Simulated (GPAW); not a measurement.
# O K-edge XANES of KTaO3 (Pm-3m), part 2 of 3

How does the O K edge of KTaO3 (Pm-3m) move when the bonds are compressed or stretched?

GPAW 26.7.0; X-ray absorption from dipole matrix elements to empty bands, plane-wave PAW revPBE.

So far. Step 2 (The field without a hole): The mesh shows a gap of 2.21 eV, so the hole is first treated in a charged cell, without the excited electron.

## 4. Spectrum with FCH, O atom 3

The holes are 5.6 Å apart. In GPAW the data set carries the hole's charge, so charge=0 means a charged cell and charge=-1 a neutral one. The excited electron is left out and a uniform background balances the charge. After the field has converged, empty bands are computed with the density fixed and the dipole matrix elements are summed.

The absorber has 2 Ta at 1.99 Å (linear, site symmetry 4/mmm).

xas.py

```python
import numpy as np
from ase import Atoms
from ase.parallel import parprint, paropen
from gpaw import GPAW, PW, FermiDirac, Mixer, MixerDif, setup_paths
from gpaw.test import gen
setup_paths.insert(0, '.')
gen('O', name='fch1s', xcname='revPBE', corehole=(1, 0, 1), write_xml=True)
from gpaw.mpi import world
world.barrier()

atoms = Atoms('Ta2K2O6',
    cell=[[3.9883, 0, 3.9883],
     [0, 3.9883, 3.9883],
     [-3.9883, 0, 3.9883]],
    scaled_positions=[[0, 0, 0],
     [0.5, 0, 0.5],
     [0.25, 0.5, 0.75],
     [0.75, 0.5, 0.25],
     [0.25, 0, 0.25],
     [0.75, 0, 0.75],
     [0.75, 0.5, 0.75],
     [0.25, 0.5, 0.25],
     [0.25, 0, 0.75],
     [0.75, 0, 0.25]],
    pbc=True)
atoms.calc = calc = GPAW(legacy_gpaw=True, mode=PW(500, force_complex_dtype=True), xc='revPBE', setups={4: 'fch1s'},
    kpts={'size': (4, 4, 4), 'gamma': True}, occupations=FermiDirac(0.02),
    charge=0, mixer=Mixer(0.1, 5, 50), maxiter=150,
    convergence={'density': 0.0001, 'eigenstates': 1e-6}, txt='scf.txt')
energy = atoms.get_potential_energy() + calc.get_reference_energy()
ef = calc.get_fermi_level()
out = dict(energy=energy, fermi=ef, forces=atoms.get_forces().tolist())
parprint(f'all-electron energy {energy:.4f} eV, Fermi level {ef:.4f} eV')
ev = np.array([[calc.get_eigenvalues(k, s) for k in range(len(calc.get_ibz_k_points()))] for s in range(calc.get_number_of_spins())])
out['homo'], out['lumo'], out['counts'] = ev[ev < ef].max(), ev[ev > ef].min(), sorted(set((ev < ef).sum((0, 2)).tolist()))
out['filled'] = (ev[:, 0] < ef).sum(1).tolist()

from ase.units import Ha
from gpaw.xas import dipole_matrix_elements
nb = int(calc.get_number_of_electrons() / 2) + 89
top, nb = nb, nb + 8 + nb // 12
nscf = calc.fixed_density(kpts={'size': (6, 6, 6), 'gamma': True}, nbands=nb,
    convergence={'bands': top, 'eigenstates': 5e-3}, maxiter=60, txt='nscf.txt')
cell = atoms.cell.array
ops = [cell.T @ U.T @ np.linalg.inv(cell.T) for U in nscf.wfs.kd.symmetry.op_scc]
filled = [40]  # bands filled in the ground state, by spin
E = np.arange(-6, 34, 0.1)
fwhm = np.interp(E, [4, 25], [0.9, 3.5])
Y, X, zero, highest = 0, 0, 1e9, 1e9
for spin in range(nscf.get_number_of_spins()):
    wfs = nscf.wfs
    mine = wfs.bd.get_slice()  # this rank's bands
    A = dipole_matrix_elements(wfs.setups[4])
    eps = np.zeros((wfs.kd.nibzkpts, nb))
    d = np.zeros((3, A.shape[1], wfs.kd.nibzkpts, nb), complex)
    for kpt in wfs.kpt_u:
        if kpt.s == spin and 4 in kpt.P_ani:
            eps[kpt.k, mine] = kpt.eps_n * Ha
            d[:, :, kpt.k, mine] = (kpt.weight * wfs.nspins / 2) ** 0.5 * np.inner(A, kpt.P_ani[4])
    world.sum(eps)
    world.sum(d)
    T = np.einsum('amkn,bmkn->abkn', d, d.conj()).real
    T = sum(np.einsum('ai,ijkn,bj->abkn', R, T, R) for R in ops) / len(ops)
    empty = np.ones_like(eps, bool) & (np.arange(nb) >= filled[spin])
    zero, highest = min(zero, eps[empty].min()), min(highest, eps[:, top - 1].min())
    lines = [(eps, T, empty)] if spin == 0 else lines + [(eps, T, empty)]
for eps, T, empty in lines:
    f = np.einsum('aakn->akn', T).reshape(3, -1)
    x = eps.ravel() - zero
    w = np.interp(x, E, fwhm) / 2.35482
    g = np.exp(-0.5 * ((E[:, None] - x) / w) ** 2) / (w * (2 * np.pi) ** 0.5)
    Y = Y + (f * empty.ravel()) @ g.T
    X = X + (f * ~empty.ravel()) @ g.T
out.update(E=E.round(2).tolist(), xas=Y.tolist(), xes=X.tolist(), zero=zero, valid=highest - zero, nk=len(eps), nb=nb)
for i in range(0, len(E), 10):
    parprint(f'{E[i]:7.2f}', *(f'{v:10.3e}' for v in Y[:, i]))
import json
with paropen('out.json', 'w') as f:
    json.dump(out, f)
```

Started as:

```bash
OMP_NUM_THREADS=1 mpirun -n 4 gpaw python xas.py
```

Numbers of over 12 decimals in the logs are rounded to 6 here.

The program printed:

```text
Input parameters:
  convergence: {density: 0.0001,
                eigenstates: 1e-06}
  kpts: {gamma: True,
         size: (4, 4, 4)}
  maxiter: 150
  mixer: {backend: pulay,
          beta: 0.1,
          method: separate,
          nmaxold: 5,
          weight: 50}
  mode: {ecut: 500.0,
         force_complex_dtype: True,
         name: pw}
  occupations: {fixmagmom: False,
                name: fermi-dirac,
                width: 0.02}
  setups: {4: fch1s}
  xc: revPBE

Initialize ...

[... PAW data sets ...]

Reference energy: -892834.038145  # eV

Spin-paired calculation

[... convergence settings ...]
Symmetries present (total): 8
  [... symmetry matrices ...]

64 k-points: 4 x 4 x 4 Monkhorst-Pack grid + [1/8,1/8,1/8]
13 k-points in the irreducible part of the Brillouin zone
       k-points in crystal coordinates                weights
   0:     0.00000000    0.00000000    0.00000000          1/64
   1:     0.25000000   -0.25000000    0.25000000          2/64
   2:     0.25000000    0.00000000   -0.25000000          4/64
   3:     0.25000000    0.25000000   -0.25000000          4/64
   4:     0.25000000    0.25000000    0.00000000          8/64
   5:     0.25000000    0.25000000    0.25000000          2/64
   6:     0.50000000    0.00000000    0.50000000          2/64
   7:     0.50000000    0.25000000   -0.25000000         16/64
   8:     0.50000000    0.25000000    0.00000000          8/64
   9:     0.50000000    0.25000000    0.50000000          4/64
          ...
  12:     0.50000000    0.50000000    0.50000000          1/64

Wave functions: Plane wave expansion
  Cutoff energy: 500.000 eV
  Number of coefficients (min, max): 3207, 3250
  Pulay-stress correction: 0.000000 eV/Ang^3 (de/decut=0.000000)
  Using FFTW library
  Wavefunction extrapolation:
    Improved wavefunction reuse through dual PAW basis

Occupation numbers: Fermi-Dirac:
  width: 0.0200  # eV

Eigensolver
   Davidson(niter=2)

Densities:
  Coarse grid: 30*30*30 grid
  Fine grid: 60*60*60 grid
  Total Charge: 1.000000

Density mixing:
  Method: separate
  Backend: pulay
  Linear mixing parameter: 0.1
  old densities: 5
  Width of damping distribution: 1.1
  Damping of long wavelength oscillations: 50

[... Hamiltonian set-up ...]
Number of atoms: 10
Number of atomic orbitals: 60
Number of bands in calculation: 52
Number of valence electrons: 80
Bands to converge: occupied

... initialized

Initializing position-dependent things.

Density initialized from atomic densities
Creating initial wave functions:
  52 bands from LCAO basis set

              O

         K         K

            O
              O
       O    Ta   O

            O

            Ta

Atomic positions and initial magnetic moments

Positions:
   0 Ta     0.000000    0.000000    0.000000    ( 0.0000,  0.0000,  0.0000)
   1 Ta     0.000000    0.000000    3.988300    ( 0.0000,  0.0000,  0.0000)
   2 K     -1.994150    1.994150    5.982450    ( 0.0000,  0.0000,  0.0000)
   3 K      1.994150    1.994150    5.982450    ( 0.0000,  0.0000,  0.0000)
   4 O      0.000000    0.000000    1.994150    ( 0.0000,  0.0000,  0.0000)
   5 O     -0.000000    0.000000    5.982450    ( 0.0000,  0.0000,  0.0000)
   6 O     -0.000000    1.994150    7.976600    ( 0.0000,  0.0000,  0.0000)
   7 O      0.000000    1.994150    3.988300    ( 0.0000,  0.0000,  0.0000)
   8 O     -1.994150    0.000000    3.988300    ( 0.0000,  0.0000,  0.0000)
   9 O      1.994150    0.000000    3.988300    ( 0.0000,  0.0000,  0.0000)

Unit cell:
           periodic     x           y           z      points  spacing
  1. axis:    yes    3.988300    0.000000    3.988300    30     0.1535
  2. axis:    yes    0.000000    3.988300    3.988300    30     0.1329
  3. axis:    yes   -3.988300    0.000000    3.988300    30     0.1535

  Lengths:   5.640308   5.640308   5.640308
  Angles:   60.000000  90.000000  60.000000

Effective grid spacing dv^(1/3) = 0.1675

iter:   1  -114.046195
iter:   2  -106.632312   -0.89  -0.94
iter:   3   -98.552755   -0.38  -1.05
iter:   4   -98.666344   -1.65  -1.39
iter:   5   -98.191244   -1.52  -1.41
iter:   6   -98.221964   -1.51  -1.67
iter:   7   -98.119946   -2.21  -1.87
iter:   8   -98.133203   -2.66  -2.39
iter:   9   -98.112114c  -3.11  -2.38
iter:  10   -98.111946c  -4.04  -2.87
iter:  11   -98.111964c  -4.41  -2.99
iter:  12   -98.111929c  -5.05  -3.34
iter:  13   -98.111865c  -5.79  -3.49
iter:  14   -98.111884c  -6.05c -3.60
iter:  15   -98.111904c  -6.12c -3.79
iter:  16   -98.111901c  -7.06c -4.23c

Converged after 16 iterations.

Dipole moment: (-0.000000, 0.000000, -0.553149) |e|*Ang

Energy contributions relative to reference atoms: (reference = -892834.038145)

Kinetic:        +39.791398
Potential:      -69.047712
External:        +0.000000
XC:             -67.931842
Entropy (-ST):   -0.000000
Local:           -0.923745
SIC:             +0.000000
--------------------------
Free energy:    -98.111901
Extrapolated:   -98.111901

Showing only first 2 kpts
 Kpt  Band  Eigenvalues  Occupancy
  0    38      5.35931    2.00000
  0    39      5.68577    2.00000
  0    40      7.56569    0.00000
  0    41      7.56647    0.00000

  1    38      4.63162    2.00000
  1    39      4.63166    2.00000
  1    40      8.75087    0.00000
[...]
Fermi level: 6.37750

Gap: 1.880 eV
Transition (v -> c):
  (s=0, k=0, n=39, [0.00, 0.00, 0.00]) -> (s=0, k=0, n=40, [0.00, 0.00, 0.00])
No difference between direct/indirect transitions

Forces in eV/Ang:
  0 Ta    0.00000    0.00000   -4.90166
  1 Ta    0.00000    0.00000    4.90166
  2 K     0.00000    0.00000    0.00000
  3 K     0.00000   -0.00000    0.00000
  4 O     0.00000    0.00000    0.00000
  5 O    -0.00000    0.00000    0.00000
  6 O     0.00000    0.00000    0.00000
  7 O     0.00000   -0.00000    0.00000
  8 O     0.00000    0.00000    0.00000
  9 O    -0.00000    0.00000    0.00000
Scalar-relativistic atomic revPBE calculation for O (Oxygen, Z=8)
Core hole in 1s state (1s occupation: 1.0)
300 radial gridpoints.
|------------------------------------------------|
|------------------------------------------------|
[... the atom generator's iteration count ...]

Energy contributions:
-------------------------
Kinetic:      +54.530280
XC:            -6.272594
Potential:   -102.916977
-------------------------
Total:        -54.659291

state      eigenvalue         ekin         rmax
-----------------------------------------------
1s^1.0 :   -21.906249    31.054629        0.126
2s^2.0 :    -1.610682     4.119458        0.796
2p^4.0 :    -1.060364     3.809184        0.687
-----------------------------------------------
(units: Bohr and Hartree)

Generating PAW setup
Kinetic energy of the core from tauc = 31.080249
Cutoffs:
rc(s)=1.300
rc(p)=1.130
rc(d)=1.170
rc(vbar)=1.300
rc(comp)=1.260
rc(nct)=1.300

Kinetic energy of the core states: 31.054629
Charge: 1.0
Core electrons: 1.0
Valence electrons: 6.0
Pseudo-core charge: 0.000186
Shape function alpha=6.299
Pseudo-electron charge 5.291977
state    eigenvalue         norm
--------------------------------
2s(2) :    -1.610682     1.066260
*s    :    -0.610682
2p(4) :    -1.060364     0.789818
*p    :    -0.060364
*d    :     0.000000
--------------------------------

Diagonalizing with gridspacing h=0.050

state   all-electron     PAW
-------------------------------
2s:      -1.610682    -1.612130
2p:      -1.060364    -1.066633
*d:                   -0.064109
*f:                   -0.013753
-------------------------------
all-electron energy -892932.1500 eV, Fermi level 6.3775 eV
[...]
31.00  6.898e-05  6.898e-05  5.886e-05
  32.00  6.686e-05  6.686e-05  7.829e-05
  33.00  6.129e-05  6.129e-05  9.789e-05
```

It took 64 s on 4 MPI ranks of Arm Neoverse V2, shared host; peak memory 0.38 GiB; 4.3 min of CPU time.

The O K spectrum, O atom 3, full core hole (charged cell) (energy from the lowest empty level; intensity scaled to a mean of 1 over the first 20 eV):

| E (eV) | intensity |
| --- | --- |
| -2.0 | 0.00 |
| -1.4 | 0.00 |
| -0.8 | 0.00 |
| -0.2 | 0.02 |
| 0.4 | 0.14 |
| 1.0 | 0.48 |
| 1.6 | 1.15 |
| 2.2 | 1.57 |
| 2.8 | 1.05 |
| 3.4 | 0.74 |
| 4.0 | 0.37 |
| 4.6 | 0.35 |
| 5.2 | 0.69 |
| 5.8 | 0.90 |
| 6.4 | 1.15 |
| 7.0 | 1.73 |
| 7.6 | 2.41 |
| 8.2 | 2.68 |
| 8.8 | 2.30 |
| 9.4 | 1.58 |
| 10.0 | 0.97 |
| 10.6 | 0.77 |
| 11.2 | 0.94 |
| 11.8 | 1.19 |
| 12.4 | 1.34 |
| 13.0 | 1.38 |
| 13.6 | 1.27 |
| 14.2 | 1.05 |
| 14.8 | 0.78 |
| 15.4 | 0.54 |
| 16.0 | 0.39 |
| 16.6 | 0.32 |
| 17.2 | 0.33 |
| 17.8 | 0.41 |
| 18.4 | 0.53 |
| 19.0 | 0.69 |
| 19.6 | 0.87 |
| 20.2 | 1.04 |
| 20.8 | 1.14 |
| 21.4 | 1.14 |
| 22.0 | 1.03 |
| 22.6 | 0.84 |
| 23.2 | 0.64 |
| 23.8 | 0.48 |
| 24.4 | 0.38 |
| 25.0 | 0.32 |
| 25.6 | 0.30 |
| 26.2 | 0.33 |
| 26.8 | 0.41 |
| 27.4 | 0.51 |
| 28.0 | 0.64 |
| 28.6 | 0.77 |
| 29.2 | 0.89 |
| 29.8 | 1.00 |
| 30.4 | 1.09 |
| 31.0 | 1.17 |
| 31.6 | 1.23 |

Main maxima below 24 eV (height): 2.1 eV (1.60), 8.1 eV (2.69), 12.9 eV (1.38) and 21.1 eV (1.16). A K edge sees empty p states; the first features are O p mixed into the empty d states of the Ta neighbours, and the broad ones above probably into the cations' higher empty bands.

The hole costs E(hole) − E(ground) = 530.74 eV, and the lowest empty level of the hole cell on the spectrum's mesh lies at 7.57 eV, which puts the zero at 538.31 eV. One term is added: -8.91 eV, since the hole is spin-paired here and a spin-polarised one costs that much less in the free atom (computed apart). The photon energy is then 529.40 eV. The functional and the charged cell's background leave an error of a few eV in such absolute values.

## 5. Reference energy of the supercell

The cell changes for the next run, so it gets a reference energy of its own.

The cell differs from the one that the last finished run ended in (a 5.640 → 5.525 Å, b 5.640 → 5.525 Å, c 5.640 → 5.525 Å).

scf.py

```python
import numpy as np
from ase import Atoms
from ase.parallel import parprint, paropen
from gpaw import GPAW, PW, FermiDirac, Mixer, MixerDif, setup_paths
from gpaw.test import gen
setup_paths.insert(0, '.')
gen('O', name='nch1s', xcname='revPBE', corehole=(1, 0, 0), write_xml=True)
from gpaw.mpi import world
world.barrier()

atoms = Atoms('Ta2K2O6',
    cell=[[3.90688328, 0, 3.90688328],
     [0, 3.90688328, 3.90688328],
     [-3.90688328, 0, 3.90688328]],
    scaled_positions=[[0, 0, 0],
     [0.5, 0, 0.5],
     [0.25, 0.5, 0.75],
     [0.75, 0.5, 0.25],
     [0.25, 0, 0.25],
     [0.75, 0, 0.75],
     [0.75, 0.5, 0.75],
     [0.25, 0.5, 0.25],
     [0.25, 0, 0.75],
     [0.75, 0, 0.25]],
    pbc=True)
atoms.calc = calc = GPAW(legacy_gpaw=True, mode=PW(500, force_complex_dtype=True), xc='revPBE', setups={4: 'nch1s'},
    kpts={'size': (4, 4, 4), 'gamma': True}, occupations=FermiDirac(0.02),
    charge=0, mixer=Mixer(0.1, 5, 50), maxiter=150,
    convergence={'density': 0.0001, 'eigenstates': 1e-6}, txt='scf.txt')
energy = atoms.get_potential_energy() + calc.get_reference_energy()
ef = calc.get_fermi_level()
out = dict(energy=energy, fermi=ef, forces=atoms.get_forces().tolist())
parprint(f'all-electron energy {energy:.4f} eV, Fermi level {ef:.4f} eV')
ev = np.array([[calc.get_eigenvalues(k, s) for k in range(len(calc.get_ibz_k_points()))] for s in range(calc.get_number_of_spins())])
out['homo'], out['lumo'], out['counts'] = ev[ev < ef].max(), ev[ev > ef].min(), sorted(set((ev < ef).sum((0, 2)).tolist()))
out['filled'] = (ev[:, 0] < ef).sum(1).tolist()
import json
with paropen('out.json', 'w') as f:
    json.dump(out, f)
```

Started as:

```bash
OMP_NUM_THREADS=1 mpirun -n 4 gpaw python scf.py
```

The program printed:

```text
Input parameters:
  convergence: {density: 0.0001,
                eigenstates: 1e-06}
  kpts: {gamma: True,
         size: (4, 4, 4)}
  maxiter: 150
  mixer: {backend: pulay,
          beta: 0.1,
          method: separate,
          nmaxold: 5,
          weight: 50}
  mode: {ecut: 500.0,
         force_complex_dtype: True,
         name: pw}
  occupations: {fixmagmom: False,
                name: fermi-dirac,
[...]
2s(2) :    -0.881898     1.082464
*s    :     0.118102
2p(4) :    -0.329595     0.879738
*p    :     0.670405
*d    :     0.000000
--------------------------------

Diagonalizing with gridspacing h=0.050

state   all-electron     PAW
-------------------------------
2s:      -0.881898    -0.883008
2p:      -0.329595    -0.333354
*d:                    0.048653
*f:                    0.076486
-------------------------------
all-electron energy -893462.0247 eV, Fermi level 6.7870 eV
[key lines of the parts left out:]
Converged after 13 iterations.
Dipole moment: (-0.000000, -0.000000, -0.000000) |e|*Ang
Free energy:    -72.884709
Fermi level: 6.78696
```

The job ended after 17 s (4 MPI ranks; peak memory 0.25 GiB; 69 s of CPU time).

Reference energy: -893462.025 eV with the cores included.

## 6. Spectrum with FCH, O atom 3

Shorter bonds are expected to push antibonding states and scattering resonances up, and longer ones down; the cell is scaled to test that.

Changed against the first core-hole run: volume scale from 1 to 0.94.

xas.py: that of step 4 with these lines changed.

```diff
@@ -11,5 +11,5 @@
 atoms = Atoms('Ta2K2O6',
-    cell=[[3.9883, 0, 3.9883],
-     [0, 3.9883, 3.9883],
-     [-3.9883, 0, 3.9883]],
+    cell=[[3.90688328, 0, 3.90688328],
+     [0, 3.90688328, 3.90688328],
+     [-3.90688328, 0, 3.90688328]],
     scaled_positions=[[0, 0, 0],
@@ -39,3 +39,3 @@
 from gpaw.xas import dipole_matrix_elements
-nb = int(calc.get_number_of_electrons() / 2) + 89
+nb = int(calc.get_number_of_electrons() / 2) + 84
 top, nb = nb, nb + 8 + nb // 12
```

Started as:

```bash
OMP_NUM_THREADS=1 mpirun -n 4 gpaw python xas.py
```

The program printed:

```text
Input parameters:
  convergence: {density: 0.0001,
                eigenstates: 1e-06}
  kpts: {gamma: True,
         size: (4, 4, 4)}
  maxiter: 150
  mixer: {backend: pulay,
          beta: 0.1,
          method: separate,
          nmaxold: 5,
          weight: 50}
  mode: {ecut: 500.0,
         force_complex_dtype: True,
         name: pw}
  occupations: {fixmagmom: False,
                name: fermi-dirac,
[...]
*p    :    -0.060364
*d    :     0.000000
--------------------------------

Diagonalizing with gridspacing h=0.050

state   all-electron     PAW
-------------------------------
2s:      -1.610682    -1.612130
2p:      -1.060364    -1.066633
*d:                   -0.064109
*f:                   -0.013753
-------------------------------
all-electron energy -892931.9569 eV, Fermi level 7.1484 eV
[...]
32.00  6.736e-05  6.736e-05  5.095e-05
  33.00  6.585e-05  6.585e-05  6.913e-05
[key lines of the parts left out:]
Converged after 17 iterations.
Dipole moment: (-0.000000, -0.000000, -0.543605) |e|*Ang
Free energy:    -97.918791
Fermi level: 7.14844
```

The job ended after 62 s (4 MPI ranks; peak memory 0.37 GiB; 4.1 min of CPU time).

| E (eV) | first run | this run |
| --- | --- | --- |
| -2.0 | 0.00 | 0.00 |
| -1.0 | 0.00 | 0.00 |
| 0.0 | 0.04 | 0.03 |
| 1.0 | 0.48 | 0.36 |
| 2.0 | 1.59 | 1.40 |
| 3.0 | 0.93 | 1.08 |
| 4.0 | 0.37 | 0.59 |
| 5.0 | 0.57 | 0.24 |
| 6.0 | 0.95 | 0.79 |
| 7.0 | 1.73 | 1.61 |
| 8.0 | 2.67 | 2.41 |
| 9.0 | 2.08 | 2.22 |
| 10.0 | 0.97 | 1.45 |
| 11.0 | 0.86 | 0.92 |
| 12.0 | 1.25 | 1.08 |
| 13.0 | 1.38 | 1.32 |
| 14.0 | 1.13 | 1.29 |
| 15.0 | 0.70 | 0.97 |
| 16.0 | 0.39 | 0.57 |
| 17.0 | 0.32 | 0.35 |
| 18.0 | 0.45 | 0.36 |
| 19.0 | 0.69 | 0.54 |
| 20.0 | 0.99 | 0.79 |
| 21.0 | 1.16 | 1.05 |
| 22.0 | 1.03 | 1.12 |
| 23.0 | 0.71 | 0.92 |
| 24.0 | 0.44 | 0.61 |
| 25.0 | 0.32 | 0.40 |
| 26.0 | 0.32 | 0.30 |
| 27.0 | 0.44 | 0.32 |
| 28.0 | 0.64 | 0.44 |
| 29.0 | 0.85 | 0.62 |
| 30.0 | 1.03 | 0.82 |
| 31.0 | 1.17 | 0.97 |
| 32.0 | 1.26 | 1.09 |

The scaled spectrum changes by 17 % r.m.s. A shift of +0.4 eV leaves 11 %. The highest intensity below 16 eV goes from 8.1 eV (2.69) to 8.2 eV (2.42).

The photon energy of the zero moves by +0.13 eV.

## 7. Reference energy of the supercell

The cell changes for the next run, so it gets a reference energy of its own.

The cell differs from the one that the last finished run ended in (a 5.525 → 5.583 Å, b 5.525 → 5.583 Å, c 5.525 → 5.583 Å).

scf.py: that of step 5 with these lines changed.

```diff
@@ -11,5 +11,5 @@
 atoms = Atoms('Ta2K2O6',
-    cell=[[3.90688328, 0, 3.90688328],
-     [0, 3.90688328, 3.90688328],
-     [-3.90688328, 0, 3.90688328]],
+    cell=[[3.94801139, 0, 3.94801139],
+     [0, 3.94801139, 3.94801139],
+     [-3.94801139, 0, 3.94801139]],
     scaled_positions=[[0, 0, 0],
```

Started as:

```bash
OMP_NUM_THREADS=1 mpirun -n 4 gpaw python scf.py
```

The program printed:

```text
Input parameters:
  convergence: {density: 0.0001,
                eigenstates: 1e-06}
  kpts: {gamma: True,
         size: (4, 4, 4)}
  maxiter: 150
  mixer: {backend: pulay,
          beta: 0.1,
          method: separate,
          nmaxold: 5,
          weight: 50}
  mode: {ecut: 500.0,
         force_complex_dtype: True,
         name: pw}
  occupations: {fixmagmom: False,
                name: fermi-dirac,
[...]
2s(2) :    -0.881898     1.082464
*s    :     0.118102
2p(4) :    -0.329595     0.879738
*p    :     0.670405
*d    :     0.000000
--------------------------------

Diagonalizing with gridspacing h=0.050

state   all-electron     PAW
-------------------------------
2s:      -0.881898    -0.883008
2p:      -0.329595    -0.333354
*d:                    0.048653
*f:                    0.076486
-------------------------------
all-electron energy -893462.5588 eV, Fermi level 6.4258 eV
[key lines of the parts left out:]
Converged after 14 iterations.
Dipole moment: (-0.000000, -0.000000, -0.000000) |e|*Ang
Free energy:    -73.418754
Fermi level: 6.42575
```

It took 18 s on 4 MPI ranks; peak memory 0.25 GiB.

Reference energy: -893462.559 eV with the cores included.

(Continued in part 3 of 3.)

[Banner, clock and machine lines of the logs are left out without a mark of their own.]

[Logs are printed without paths, hosts, clocks, repeated set-up lines and the standing remarks that a program may print on its own settings, such as how far it seeks lower states.]

[Hosts, paths, dates, database ids (printed as entryN), source tags and the programs' standing remarks are cut or masked in the printed files.]

[Lists of maxima count a maximum above −3 eV only where it reaches 4 % of the highest in the window and stands out from its surroundings by 2 % of it (1.5 % where it reaches 55 %); shoulders and weaker maxima are passed over, and of the rest the first, up to two pre-edge ones and the few strongest are named.]
